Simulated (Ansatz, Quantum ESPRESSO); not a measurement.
# RuAl(110), 4 layers against a metal electrode: the electrode's level over the Fermi level at a withheld member of a series

**Set-up.** Quantum ESPRESSO 7.5, PBE, GBRV ultrasoft. The slab is relaxed neutral, then held. ESM with bc3: vacuum below and a metal electrode about 6 Å above the top atoms. Cold smearing of 0.02 Ry. Charges are set per cell from the starting area. The slabs take the lattice constants of the bulk relaxed by the same program. The series steps the charge of the slab (positive: electrons removed).

| charge of the slab | electrode's level over the Fermi level (eV) |
| --- | --- |
| 1 ×10¹³ e/cm² | 5.482 |
| 2 ×10¹³ e/cm² | 6.266 |
| 3 ×10¹³ e/cm² | 7.056 |
| 4.5 ×10¹³ e/cm² | 8.249 |
| 6 ×10¹³ e/cm² | 9.454 |
| 7 ×10¹³ e/cm² | 10.263 |

One more run was made and is withheld. What is the electrode's level over the Fermi level at 8 ×10¹³ e/cm²?

By hand: The rows at 6 ×10¹³ e/cm² and 7 ×10¹³ e/cm² give a slope of (10.263 − (9.454))/(7 − (6)) = 0.809, so a straight line gives 11.072 eV. A parabola through these and the row at 4.5 ×10¹³ e/cm² gives 11.077 eV.

**Check.** 11.076 eV. The line misses by −0.004 and the parabola by +0.001 eV. Both misses are under 5 % of the step from the nearer row.

**Limits.** Vacuum fills the gap; ions don't answer the charge; added electrons can spill towards the electrode at the most negative charges. Members without a usable value, or on the other side of zero field or charge, are not listed.
